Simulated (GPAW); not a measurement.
## How ZnS (Wurtzite-2H) absorbs and reflects light

Aim: the dielectric function of ZnS (Wurtzite-2H), and the optical constants that follow from it. The cell comes from an older database entry, whose edges can differ from later determinations, mostly by under a per cent.

Method: DFT, PBE, plane-wave PAW (GPAW data sets), scalar-relativistic, RPA, optical limit, in GPAW 26.7.0.

The database entry behind the starting cell differs from later determinations by our own check (about 0.4 % short), so it need not match the best structure at ambient conditions.

### 1. The starting structure

It takes space group P6_3mc (No. 186, hexagonal). Conventional cell: a = 3.811 Å, b = 3.811 Å, c = 6.234 Å, α = 90.00°, β = 90.00°, γ = 120.00°. Nearest to Zn lie 4 S at 2.31 to 2.40 Å. Nearest to S lie 4 Zn at 2.31 to 2.40 Å. Farther neighbours and most contacts between anions are not listed.

### 2. Ground state

First the ground state: is it a metal or has it a gap?

This step: DFT, PBE, plane-wave PAW (GPAW data sets), scalar-relativistic, ground state (GPAW 26.7.0).

File gs.py:

```python
from ase import Atoms
from ase.dft.bandgap import bandgap
from gpaw import GPAW, PW, FermiDirac

atoms = Atoms(['Zn', 'Zn', 'S', 'S'],
              cell=[[3.811000000000, 0.000000000000, 0.000000000000],
                    [-1.905500000000, 3.300422813800, 0.000000000000],
                    [0.000000000000, 0.000000000000, 6.234000000000]],
              scaled_positions=[[0.666666666700, 0.333333333300, 0.500000000000],
                                [0.333333333300, 0.666666666700, 0.000000000000],
                                [0.666666666700, 0.333333333300, 0.885000000000],
                                [0.333333333300, 0.666666666700, 0.385000000000]],
              pbc=[True, True, True])
atoms.calc = GPAW(mode=PW(550), xc='PBE', kpts={'size': (9, 9, 4), 'gamma': True},
                  occupations=FermiDirac(0.05), maxiter=150, txt='gs.txt')
print('energy (eV)', atoms.get_potential_energy())
print('Fermi level (eV)', atoms.calc.get_fermi_level())
print('valence electrons', atoms.calc.get_number_of_electrons())
print('gap (eV)', bandgap(atoms.calc, output=None)[0])
print('direct gap (eV)', bandgap(atoms.calc, direct=True, output=None)[0])
atoms.calc.write('gs.gpw')
```

On the command line:

```console
OMP_NUM_THREADS=1 python gs.py
```

Numbers of over 12 decimals in the logs are rounded to 6 here.

Output:

```text
__  _  _
 | _ |_)|_||  |
 |__||  | ||/\| - 26.7.0

Versions:
  Python: 3.12.14
  ASE:    3.29.0
  Numpy:  2.5.5
  Scipy:  1.18.1
  Libxc:  7.0.0

Input parameters:
  mode=PW(ecut=550.0),
  kpts=MonkhorstPack(size=(9, 9, 4), gamma=True),
  maxiter=150,
  occupations=Occupations(name='fermi-dirac', width=0.05, fixmagmom=False),
  xc=XC(name='PBE')

Diagonalizing LCAO Hamiltonian
Converting LCAO to pw mode

            S

            Zn
        S

        Zn

Atoms  # Å, Bohr magnetons
|   | symbol |         x |        y |        z |    initial magnetic moments |
| 0 |     Zn |  1.905500 | 1.100141 | 3.117000 | ( 0.0000,  0.0000,  0.0000) |
| 1 |     Zn | -0.000000 | 2.200282 | 0.000000 | ( 0.0000,  0.0000,  0.0000) |
| 2 |      S |  1.905500 | 1.100141 | 5.517090 | ( 0.0000,  0.0000,  0.0000) |
| 3 |      S | -0.000000 | 2.200282 | 2.400090 | ( 0.0000,  0.0000,  0.0000) |

Unit cell  # Å
| periodic |         x |        y |        z |  lengths |     angles |
|      yes |  3.811000 | 0.000000 | 0.000000 | 3.811000 |  90.000000 |
|      yes | -1.905500 | 3.300423 | 0.000000 | 3.811000 |  90.000000 |
|      yes |  0.000000 | 0.000000 | 6.234000 | 6.234000 | 120.000000 |

Number of symmetries: 6
Symmetry operations  # r_c * U_cc + t_c -> r_c
|   | kind |            matrix            |
| 0 |  σ   |  1, 1, 0,  0,-1, 0,  0, 0, 1 |
| 1 |  E   |  1, 0, 0,  0, 1, 0,  0, 0, 1 |
| 2 |  C3  |  0, 1, 0, -1,-1, 0,  0, 0, 1 |
| 3 |  σ   |  0,-1, 0, -1, 0, 0,  0, 0, 1 |
| 4 |  σ   | -1, 0, 0,  1, 1, 0,  0, 0, 1 |
| 5 |  C3  | -1,-1, 0,  1, 0, 0,  0, 0, 1 |

BZ-sampling:
  Number of BZ points: 324
  Number of IBZ points: 43

  Monkhorst-Pack size: [9, 9, 4]
  Monkhorst-Pack shift: [0.0, 0.0, 0.125]

K-points  # in reciprocal-cell coordinates
|     |                                coordinates |     weight |
|   0 | (  0.00000000,   0.00000000,   0.00000000) | 0.00308642 |
|   1 | (  0.00000000,   0.00000000,   0.25000000) | 0.00617284 |
|   2 | (  0.00000000,   0.00000000,   0.50000000) | 0.00308642 |
|   3 | (  0.11111111,   0.00000000,  -0.25000000) | 0.01851852 |
|   4 | (  0.11111111,   0.00000000,   0.00000000) | 0.01851852 |
|   5 | (  0.11111111,   0.00000000,   0.25000000) | 0.01851852 |
|   6 | (  0.11111111,   0.00000000,   0.50000000) | 0.01851852 |
|   7 | (  0.22222222,  -0.11111111,   0.00000000) | 0.01851852 |
|   8 | (  0.22222222,  -0.11111111,   0.25000000) | 0.03703704 |
|   9 | (  0.22222222,  -0.11111111,   0.50000000) | 0.01851852 |
| ... |                                            |            |
|  42 | (  0.44444444,   0.44444444,   0.50000000) | 0.01851852 |

Plane wave coefficients: 2316
Cutoff: 550.0 eV

Spin-components: 1 (collinear spins)
Bands:           26
Projectors:      22
Spin-degeneracy: 2
Datatype:        complex128

Parallelization:
  kpt:    1
  domain: 1
  band:   1

Density:
  Valence electrons: 36.0
  Components: 1
  Grid points: [21 21 35]
  Charge: 0.0  # |e|

Potential:
  Grid points: [21 21 35]

species:
  Zn:
    name:    Zinc
    id:
    Z:       30.0
    valence: 12
    core:    18
    charge:  0.0  # [|e|]
    compensation charges:
      type: gauss
      rc: 0.37  # [Å]
      lmax: 2
    cutoffs:
      filter: 2.14  # [Å]
      core: 2.28  # [Å]
    projectors
    | kind |    occ | energy [eV] | rcut [Å] |
    |   4s |  2.000 |      -5.977 |    1.286 |
    |   4p |  0.000 |      -1.117 |    1.270 |
    |   3d | 10.000 |     -10.142 |    1.180 |
    |    s |        |      21.234 |    1.286 |
    |    p |        |      26.095 |    1.270 |
    |    d |        |      17.070 |    1.180 |

    Using partial waves for Zn as LCAO basis

  S:
    name:    Sulfur
    id:
    Z:       16.0
    valence: 6
    core:    10
    charge:  0.0  # [|e|]
    compensation charges:
      type: gauss
      rc: 0.24  # [Å]
      lmax: 2
    cutoffs:
      filter: 1.77  # [Å]
      core: 1.66  # [Å]
    projectors
    | kind |    occ | energy [eV] | rcut [Å] |
    |   3s |  2.000 |     -17.254 |    0.974 |
    |   3p |  4.000 |      -7.008 |    0.979 |
    |    s |        |       9.957 |    0.974 |
    |    p |        |      20.203 |    0.979 |
    |    d |        |       0.000 |    0.900 |

    Using partial waves for S as LCAO basis

Reference energy: -119437.893101  # eV

eigensolver:
  PPCG
  Converge bands: occupied
  niter=2

density mixing:
  MSR1-Mixer
  Pratt-step length: 0.05
  Maximum mixing coefficient: 0.75
  Old densities: 10
  SVD Regularization: 0.005
  Good broyden scale: 1.0
  Trust region scale: 1.0
  Backstep threshold: 4.0
  History deletion threshold: 6.0
  Fourier metric: weight=20.0, sigma=0.015

occupation numbers:
  Fermi-Dirac:
    width: 0.0500  # eV

poisson solver:
  ecut: 4400.0  # eV

xc functional:
  name: PBE with 2 nearest neighbor stencil

convergence criteria:
- Maximum [total energy] change in last 3 cyles: 0.0005 eV / valence electron
- Maximum integral of absolute [dens]ity change: 0.0001 electrons / valence electron
- Maximum integral of absolute [eigenst]ate change: 4e-08 eV^2 / valence electron
maximum number of iterations: 150

SCF iterations
|iter     |      energy | eigst |  dens |
|iter:   1||  -14.512233 | +0.41 |       |
|iter:   2||  -14.368352 | -0.75 | -1.18 |
|iter:   3||  -13.798115 | -1.18 | -1.23 |
|iter:   4||  -13.798509 | -2.22 | -1.79 |
|iter:   5||  -13.801797c| -3.22 | -2.22 |
|iter:   6||  -13.801631c| -3.69 | -2.74 |
|iter:   7||  -13.801693c| -4.35 | -3.46 |
|iter:   8||  -13.801710c| -5.15 | -3.80 |
|iter:   9||  -13.801710c| -7.28 | -4.82c|
|iter:  10||  -13.801710c| -8.28c| -5.36c|

Converged in 10 steps
SCF loop duration: 86.160 s (8.616 s/step)
Energy contributions relative to reference atoms: (reference = -119437.893101)

Energy contributions:
  Kinetic:          23.145980
  Coulomb:         -19.490573
  Zero:              0.082802
  External:          0.000000
  Xc:              -17.539919
  Entropy:          -0.000000
  Spinorbit:         0.000000
  ----------------------------
  Free energy:     -13.801710
  Extrapolated:    -13.801710

dipole moment: (-0.000004, 0.000003, -7.469505)  # |e|*Ang

Fermi level: 4.765
Eigenvalues  # (at kpt = [0.000, 0.000, 0.000])
| band index |      eig [eV] | occ [0-2] |
|          0 |        -9.374 |     2.000 |
|        ... |               |           |
|         10 |        -1.971 |     2.000 |
|         11 |        -1.813 |     2.000 |
|         12 |        -1.339 |     2.000 |
|         13 |         2.962 |     2.000 |
|         14 |         2.962 |     2.000 |
|         15 |         3.808 |     2.000 |
|         16 |         3.808 |     2.000 |
|         17 |         3.818 |     2.000 |
|         18 |         6.061 |     0.000 |
|         19 |         6.811 |     0.000 |
|         20 |        10.095 |     0.000 |
|         21 |        10.095 |     0.000 |
|         22 |        10.400 |     0.000 |
|         23 |        11.401 |     0.000 |
|         24 |        11.401 |     0.000 |
|         25 |        13.116 |     0.000 |

Gap: 2.243 eV
Transition (v -> c):
  (s=0, k=0, n=17, [0.00, 0.00, 0.00]) -> (s=0, k=0, n=18, [0.00, 0.00, 0.00])
No difference between direct/indirect transitions

--- standard output ---
energy (eV) -13.801710
Fermi level (eV) 4.765166
valence electrons 36.0
gap (eV) 2.243011
direct gap (eV) 2.243011
```

The job ended after 91 s (1 thread of Arm Neoverse N1, shared host; peak memory 0.2 GiB).

This step gave:

- energy: -13.80 eV
- Fermi energy: 4.765 eV
- gap on the k-mesh: 2.243 eV
- direct gap on the mesh: 2.243 eV
- electrons: 36

There is a gap, 2.24 eV on this mesh (points off the mesh can give less), so no carriers' term is needed.

### 3. Bands for the response

At the fixed density, many empty bands are solved on the mesh of the response, since the spectrum sums over them.

This step: DFT, PBE, plane-wave PAW (GPAW data sets), scalar-relativistic, bands at fixed density (GPAW 26.7.0).

File nscf.py:

```python
from ase.dft.bandgap import bandgap
from gpaw import GPAW, FermiDirac

calc = GPAW('gs.gpw').fixed_density(kpts={'size': (9, 9, 5), 'gamma': True}, nbands=67, convergence={'bands': 61},
                                    occupations=FermiDirac(0.001), txt='nscf.txt')
print('gap (eV)', bandgap(calc, output=None)[0])
print('direct gap (eV)', bandgap(calc, direct=True, output=None)[0])
print('top band over the Fermi level (eV)', min(calc.get_eigenvalues(kpt=k)[60] for k in range(len(calc.get_ibz_k_points()))) - calc.get_fermi_level())
calc.write('full.gpw', mode='all')
```

On the command line:

```console
OMP_NUM_THREADS=1 python nscf.py
```

Output:

```text
Diagonalizing LCAO Hamiltonian
Converting LCAO to pw mode
convergence criteria:
- Maximum integral of absolute [eigenst]ate change: 4e-08 eV^2 / valence electron
maximum number of iterations: 150

SCF iterations
|iter     |      energy | eigst |  dens |
|iter:   1||             | +4.01 |       |
|iter:   2||             | +2.76 |       |
|iter:   3||             | +1.97 |       |
|iter:   4||             | +1.01 |       |
|iter:   5||             | +0.33 |       |
|iter:   6||             | -0.36 |       |
|iter:   7||             | -0.98 |       |
|iter:   8||             | -1.64 |       |
|iter:   9||             | -2.30 |       |
|iter:  10||             | -2.97 |       |
|iter:  11||             | -3.62 |       |
|iter:  12||             | -4.31 |       |
|iter:  13||             | -4.97 |       |
|iter:  14||             | -5.64 |       |
|iter:  15||             | -6.27 |       |
|iter:  16||             | -6.81 |       |
|iter:  17||             | -7.27 |       |
|iter:  18||             | -7.56c|       |
SCF steps: 18
  __  _  _
 | _ |_)|_||  |
 |__||  | ||/\| - 26.7.0

Versions:
  Python: 3.12.14
  ASE:    3.29.0
  Numpy:  2.5.5
  Scipy:  1.18.1
  Libxc:  7.0.0

Input parameters:
  mode=PW(ecut=550.0),
  convergence={'bands': 61},
  gpts=array([21, 21, 35]),
  kpts=MonkhorstPack(size=(9, 9, 5), gamma=True),
  maxiter=150,
  nbands=67,
  occupations=Occupations(name='fermi-dirac', width=0.001, fixmagmom=False),
  parallel={},
  xc=XC(name='PBE')

--- standard output ---
gap (eV) 2.243011
direct gap (eV) 2.243011
top band over the Fermi level (eV) 30.939123
```

The job ended after 7 min (1 thread; peak memory 0.31 GiB).

[end of part 1 of 2]

[Machine, clock and banner lines and Python warnings are left out of the logs.]

[Logs are printed without paths, hosts, clocks, repeated set-up lines and the standing remarks that a program may print on its own settings, such as how far it seeks lower states.]

[Hosts, paths, dates, database ids (printed as entryN), source tags and the programs' standing remarks are cut or masked in the printed files.]
